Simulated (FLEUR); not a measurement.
**KNi2S2: parallel and opposed starts**

A self-consistent run ends on one state, which hangs on the start. Several orders of KNi2S2 are started in FLEUR and their energies compared.

Method: LDA (VWN); all-electron FLAPW, Dirac cores, scalar-relativistic bands, in FLEUR MaX-R8.1.

**1. The starting structure**

The structure is tetragonal, space group I4/mmm (No. 139). The conventional cell has a = 3.791 Å, b = 3.791 Å, c = 12.829 Å, α = 90.00°, β = 90.00°, γ = 90.00°. Nearest to K lie 8 S at 3.23 Å. Ni has 4 S at 2.36 Å nearest. S has 4 Ni at 2.36 Å and 4 K at 3.23 Å nearest. Farther neighbours and most contacts between anions are not listed.

Structure file:

```cif
data_structure
_symmetry_space_group_name_H-M 'P 1'
_symmetry_Int_Tables_number 1
_cell_length_a 6.9521
_cell_length_b 6.9521
_cell_length_c 6.9521
_cell_angle_alpha 148.356
_cell_angle_beta 148.356
_cell_angle_gamma 45.360
_cell_volume 92.19
loop_
_atom_site_label
_atom_site_type_symbol
_atom_site_fract_x
_atom_site_fract_y
_atom_site_fract_z
_atom_site_occupancy
K1 K 0.00000 0.00000 0.00000 1
Ni2 Ni 0.75000 0.25000 0.50000 1
Ni3 Ni 0.25000 0.75000 0.50000 1
S4 S 0.36000 0.36000 0.00000 1
S5 S 0.64000 0.64000 0.00000 1
```

The settings of this session are cheaper than careful work needs (see the inputs), so it shows what such settings give, not the properties of the crystal.

**2. Run 1 (ferro ++)**

The parallel start is the test of whether parallel moments hold.

inpgen writes inp.xml from crystal.txt; cutoffs, mixing, functional, smearing and local orbitals are then set in the file. The k list default-1 (kpts.xml, not shown) is a Γ-centred 4×4×4 mesh; where the ranks do not divide the number of points, some are split in two of half the weight.

File inp.xml:

```
<?xml version="1.0" encoding="UTF-8" standalone="no"?>
<fleurInput fleurInputVersion="0.39">
   <comment>
      KNi2S2
   </comment>
   <calculationSetup>
      <cutoffs Kmax="4.36" Gmax="13.1" GmaxXC="13.1" numbands="0"/>
      <scfLoop itmax="90" minDistance="0.00002" maxIterBroyd="15" imix="Anderson" alpha="0.02" precondParam="0.0" spinf="2.0" sdNocoIR="T"/>
      <coreElectrons ctail="T" frcor="F" kcrel="0" coretail_lmax="0"/>
      <xcFunctional name="vwn" relativisticCorrections="F"/>
      <magnetism jspins="2"/>
      <soc l_soc="F" theta="0.0" phi="0.0" spav="F"/>
      <expertModes spex="0" secvar="F"/>
      <geometryOptimization l_f="F" forcealpha="1.0" forcemix="BFGS" epsdisp="0.00001" epsforce="0.00001"/>
      <ldaU l_linMix="F" mixParam="0.05" spinf="1.0"/>
   </calculationSetup>
   <cell>
      <bzIntegration valenceElectrons="57.0" mode="hist" fermiSmearingEnergy="0.00073499">
         <kPointListSelection listName="default-1"/>
         <xi:include xmlns:xi="http://www.w3.org/2001/XInclude" href="kpts.xml"> </xi:include>
      </bzIntegration>
      <xi:include xmlns:xi="http://www.w3.org/2001/XInclude" href="sym.xml"> </xi:include>
      <bulkLattice scale="1.0">
         <bravaisMatrix>
            <row-1>   -3.5819758691792996     3.5819758691792996    12.1216482262467000</row-1>
            <row-2>    3.5819758691792996    -3.5819758691792996    12.1216482262467000</row-2>
            <row-3>    3.5819758691792996     3.5819758691792996   -12.1216482262467000</row-3>
         </bravaisMatrix>
      </bulkLattice>
   </cell>
   <atomSpecies>
      <species name="Potassium (K)" element="K" atomicNumber="19">
         <mtSphere radius="2.8" gridPoints="925" logIncrement="0.013"/>
         <atomicCutoffs lmax="10" lnonsphr="8"/>
         <electronConfig flipSpins="F">
            <coreConfig>(1s1/2) (2s1/2) (2p1/2) (2p3/2)</coreConfig>
            <valenceConfig>(3s1/2) (3p1/2) (3p3/2) (4s1/2)</valenceConfig>
            <stateOccupation state="(4s1/2)" spinUp="0.500000" spinDown="0.500000"/>
         </electronConfig>
         <energyParameters s="4" p="4" d="3" f="4"/>
         <lo type="SCLO" l="0" n="3" eDeriv="0"/>
         <lo type="SCLO" l="1" n="3" eDeriv="0"/>
      </species>
      <species name="Nickel (Ni2.001" element="Ni" atomicNumber="28">
         <mtSphere radius="2.47" gridPoints="817" logIncrement="0.015"/>
         <atomicCutoffs lmax="10" lnonsphr="8"/>
         <electronConfig flipSpins="F">
            <coreConfig>(1s1/2) (2s1/2) (2p1/2) (2p3/2)</coreConfig>
            <valenceConfig>(3s1/2) (3p1/2) (3p3/2) (4s1/2) (3d3/2) (3d5/2)</valenceConfig>
            <stateOccupation state="(3d3/2)" spinUp="2.0" spinDown="1.2"/>
            <stateOccupation state="(3d5/2)" spinUp="3.0" spinDown="1.8"/>
         </electronConfig>
         <energyParameters s="4" p="4" d="3" f="4"/>
         <lo type="SCLO" l="0" n="3" eDeriv="0"/>
         <lo type="SCLO" l="1" n="3" eDeriv="0"/>
      </species>
      <species name="Sulfur (S)" element="S" atomicNumber="16">
         <mtSphere radius="1.72" gridPoints="569" logIncrement="0.02"/>
         <atomicCutoffs lmax="6" lnonsphr="4"/>
         <electronConfig flipSpins="F">
            <coreConfig>(1s1/2) (2s1/2) (2p1/2) (2p3/2)</coreConfig>
            <valenceConfig>(3s1/2) (3p1/2) (3p3/2)</valenceConfig>
            <stateOccupation state="(3p1/2)" spinUp="0.666667" spinDown="0.666667"/>
            <stateOccupation state="(3p3/2)" spinUp="1.333333" spinDown="1.333333"/>
         </electronConfig>
         <energyParameters s="3" p="3" d="3" f="4"/>
      </species>
   </atomSpecies>
   <atomGroups>
      <atomGroup species="Potassium (K)">
         <relPos label="                   1">.0000000000 .0000000000 .0000000000</relPos>
         <force calculate="T" relaxXYZ="TTT"/>
      </atomGroup>
      <atomGroup species="Nickel (Ni2.001">
         <relPos label="                   2">-1.000/4.000 1.000/4.000 1.000/2.000</relPos>
         <relPos label="                   3">1.000/4.000 -1.000/4.000 1.000/2.000</relPos>
         <force calculate="T" relaxXYZ="TTT"/>
      </atomGroup>
      <atomGroup species="Sulfur (S)">
         <relPos label="                   4">9.000/25.000 9.000/25.000 .0000000000</relPos>
         <relPos label="                   5">-9.000/25.000 -9.000/25.000 .0000000000</relPos>
         <force calculate="T" relaxXYZ="TTT"/>
      </atomGroup>
   </atomGroups>
   <output dos="F" band="F" slice="F">
      <bandDOS minEnergy="-.5*Htr" maxEnergy="0.5*Htr" sigma="0.015" storeEVData="T"/>
      <plotting iplot="0" polar="F">
         <plot TwoD="T" vec1="  1.0  0.0  0.0" vec2="  0.0  1.0  0.0" vec3="  0.0  0.0  1.0" zero="  0.0  0.0  0.0" file="plot"/>
      </plotting>
      <moessbauerParams electricFieldGradient="F" isomerShift="F" coreHyperfine="F" valenceHyperfine="F"/>
   </output>
</fleurInput>
```

File crystal.txt:

```
KNi2S2
&input film=F cartesian=F /
-1.89550000000  1.89550000000  6.41450000000
1.89550000000  -1.89550000000  6.41450000000
1.89550000000  1.89550000000  -6.41450000000
1.8897261246
1.0 1.0 1.0

5
19 0.00000000000  0.00000000000  0.00000000000
28 0.75000000000  0.25000000000  0.50000000000 : 2.001
28 0.25000000000  0.75000000000  0.50000000000 : 2.001
16 0.36000000000  0.36000000000  0.00000000000
16 0.64000000000  0.64000000000  0.00000000000

&kpt div1=4 div2=4 div3=4 gamma=T /
```

The run is started by

```bash
> OMP_NUM_THREADS=1 inpgen -f crystal.txt > inpgen.log  # inp.xml is then edited as shown
> OMP_NUM_THREADS=1 mpirun -n 2 fleur_MPI > fleur.log
```

Log:

```text
Welcome to FLEUR        (www.flapw.de)
      MaX-Release 8.1          (www.max-centre.eu)

 ========== k-point set info ==========
 Selected k-point list: default-1
 k-point list type: mesh
 0 x 0 x 0
 Number of k points: 14

 ------------Calculation Setup---------------------------
 Number of MPI-tasks      :            2
 Number of PE/node        :            2
 Number of OMP-threads    :            1
 k-points in parallel     :            2
 pe's per k-point         :            1
 No of k-point loops      :            7
 Eigenvalue solver        :       lapack
 Number of basis functions:          910
 Approximate size of matrices (H+S) per k-point:         0.012 GB
 --------------------------------------------------------
 Iteration:     1   Distance:      23.92871116 me/bohr^3
 Iteration:     2   Distance:      22.67781621 me/bohr^3
 Iteration:     3   Distance:      10.48610524 me/bohr^3
 Iteration:     4   Distance:      13.35284523 me/bohr^3
 Iteration:     5   Distance:      12.74689985 me/bohr^3
 Iteration:     6   Distance:       5.05113914 me/bohr^3
 Iteration:     7   Distance:       7.75715242 me/bohr^3
 Iteration:     8   Distance:       3.73275740 me/bohr^3
 Iteration:     9   Distance:       3.43600674 me/bohr^3
 Iteration:    10   Distance:       2.64747689 me/bohr^3
 Iteration:    11   Distance:       1.25369671 me/bohr^3
 Iteration:    12   Distance:       1.72513683 me/bohr^3
 Iteration:    13   Distance:       0.54808227 me/bohr^3
 Iteration:    14   Distance:       0.84854016 me/bohr^3
 Iteration:    15   Distance:       0.04390337 me/bohr^3
 Iteration:    16   Distance:       0.04590742 me/bohr^3
 Iteration:    17   Distance:       0.04586249 me/bohr^3
 Iteration:    18   Distance:       0.04497695 me/bohr^3
 Iteration:    19   Distance:       0.01618059 me/bohr^3
 Iteration:    20   Distance:       0.01491574 me/bohr^3
 Iteration:    21   Distance:       0.00338387 me/bohr^3
 Iteration:    22   Distance:       0.00309599 me/bohr^3
 Iteration:    23   Distance:       0.00163876 me/bohr^3
 Iteration:    24   Distance:       0.00051037 me/bohr^3
 Iteration:    25   Distance:       0.00060059 me/bohr^3
 Iteration:    26   Distance:       0.00010098 me/bohr^3
 Iteration:    27   Distance:       0.00003117 me/bohr^3
 Iteration:    28   Distance:       0.00003128 me/bohr^3
 Iteration:    29   Distance:       0.00000776 me/bohr^3

 ********************************************************************
 Run finished successfully
 Stop message:
   all done
 ********************************************************************

--- out.xml (last complete iteration) ---
<iteration numberForCurrentRun="   29" overallNumber="   29">
         [... left out ...]
         <bandgap value="0.0041045641" units="eV"/>
         <sumValenceSingleParticleEnergies value="-40.8006896419" units="Htr"/>
         <FermiEnergy value="0.2121714927" units="Htr"/>
         <valenceDensity>
            <mtCharges spin="1">
               <mtCharge atomType="1" total="4.0043982" s="1.0161836" p="2.9289697" d="0.0509998" f="0.0067000"/>
               <mtCharge atomType="2" total="9.1710188" s="1.2185146" p="3.2605239" d="4.6633620" f="0.0211890"/>
               <mtCharge atomType="3" total="1.4975809" s="0.5407821" p="0.9377740" d="0.0178042" f="0.0010545"/>
            </mtCharges>
            <mtCharges spin="2">
               <mtCharge atomType="1" total="3.9916078" s="1.0125936" p="2.9258516" d="0.0460938" f="0.0058012"/>
               <mtCharge atomType="2" total="8.3009147" s="1.2159268" p="3.2477234" d="3.8112971" f="0.0191775"/>
               <mtCharge atomType="3" total="1.3696383" s="0.5364369" p="0.8133127" d="0.0186177" f="0.0011183"/>
            </mtCharges>
            <spinDependentCharge spin="1" total="29.6171203" interstitial="4.2755228" mtSpheres="25.3415975"/>
            <spinDependentCharge spin="2" total="27.3828797" interstitial="4.0501658" mtSpheres="23.3327139"/>
            <totalCharge value="57.0000000000"/>
         </valenceDensity>
         [... left out ...]
         <allElectronCharges>
            <spinDependentCharge spin="1" total="54.6171202" interstitial="4.2771980" mtSpheres="50.3399222"/>
            <spinDependentCharge spin="2" total="52.3828797" interstitial="4.0518318" mtSpheres="48.3310479"/>
            <totalCharge value="106.9999999843"/>
         </allElectronCharges>
         <magneticMomentsInMTSpheres units="muBohr">
            <globalMagMoment atomType="1" vec="0.00000   0.00000   0.01279"/>
            <localMagMoment atomType="1" vec="0.00000   0.00000   0.01279"/>
            <globalMagMoment atomType="2" vec="0.00000   0.00000   0.87010"/>
            <localMagMoment atomType="2" vec="0.00000   0.00000   0.87010"/>
            <globalMagMoment atomType="3" vec="0.00000   0.00000   0.12794"/>
            <localMagMoment atomType="3" vec="0.00000   0.00000   0.12794"/>
         </magneticMomentsInMTSpheres>
         <moessbauerParams unitsHFF="kG" unitsIS="e/bohr^3" unitsEFG="Htr/bohr^2">
         </moessbauerParams>
         <totalEnergy value="    -4433.5571125542" units="Htr">
            <sumOfEigenvalues value="    -2536.6388466734">
               <coreElectrons value="-2495.8381570315"/>
               <valenceElectrons value="-40.8006896419"/>
            </sumOfEigenvalues>
            <densityCoulombPotentialIntegral value="-6754.4820963971"/>
            <densityEffectivePotentialIntegral value="-7023.0567068106"/>
            <chargeDenXCDenIntegral value="-202.9819810207"/>
            <FockExchangeEnergyValence value="0.0000000000"/>
            <FockExchangeEnergyCore value="0.0000000000"/>
            <atomTypeDependentContributions atomType="1">
               <electronNucleiInteractionDifferentMTs value="713.6893388459"/>
               <MadelungTerm value="-5.8789527097"/>
            </atomTypeDependentContributions>
            <atomTypeDependentContributions atomType="2">
               <electronNucleiInteractionDifferentMTs value="3650.8552299679"/>
               <MadelungTerm value="-12.6712426015"/>
            </atomTypeDependentContributions>
            <atomTypeDependentContributions atomType="3">
               <electronNucleiInteractionDifferentMTs value="929.2097848344"/>
               <MadelungTerm value="-27.4473945127"/>
            </atomTypeDependentContributions>
            <tkbTimesEntropy value="0.0002146779"/>
            <freeEnergy value="-4433.5573272321"/>
            <extrapolationTo0K value="-4433.5572198931"/>
         </totalEnergy>
         <densityConvergence units="me/bohr^3">
            <chargeDensity spin="1" distance="0.0000019792"/>
            <chargeDensity spin="2" distance="0.0000069518"/>
            <overallChargeDensity distance="0.0000066490"/>
            <spinDensity distance="0.0000077640"/>
         </densityConvergence>
      </iteration>
```

Run time: 2.5 min. Hardware: 2 MPI ranks of Arm Neoverse V2, shared host; peak memory 0.24 GiB; 5 min of CPU time.

Spin moment in the muffin-tin sphere by atom:

```csv
atom,spin moment in the muffin-tin sphere (μB)
K1,0.013
Ni2,0.870
Ni3,0.870
S4,0.128
S5,0.128
```

Read from the output:

```yaml
free_energy: -120643.2409 eV
program_s_band_gap_on_this_mesh_in_a_metal_only_a_level_spacing: 0.004105 eV
magnetization: 2.234 μB
final_state: ferromagnetic
```

After 29 cycles the largest moment stands at 0.870 μB.

(Part 1 of 3 ends here.)

[Logs and program files are shortened in this print: banners, set-up blocks, solver, clock and traceback lines can be left out without a mark of their own.]

[Logs are printed without paths, hosts, clocks, repeated set-up lines and the standing remarks that a program may print on its own settings, such as how far it seeks lower states.]

[Hosts, paths, dates, database ids (printed as entryN), source tags and the programs' standing remarks are cut or masked in the printed files.]

[Where a cell is said to come from a database of computed structures, the database is the Materials Project.]
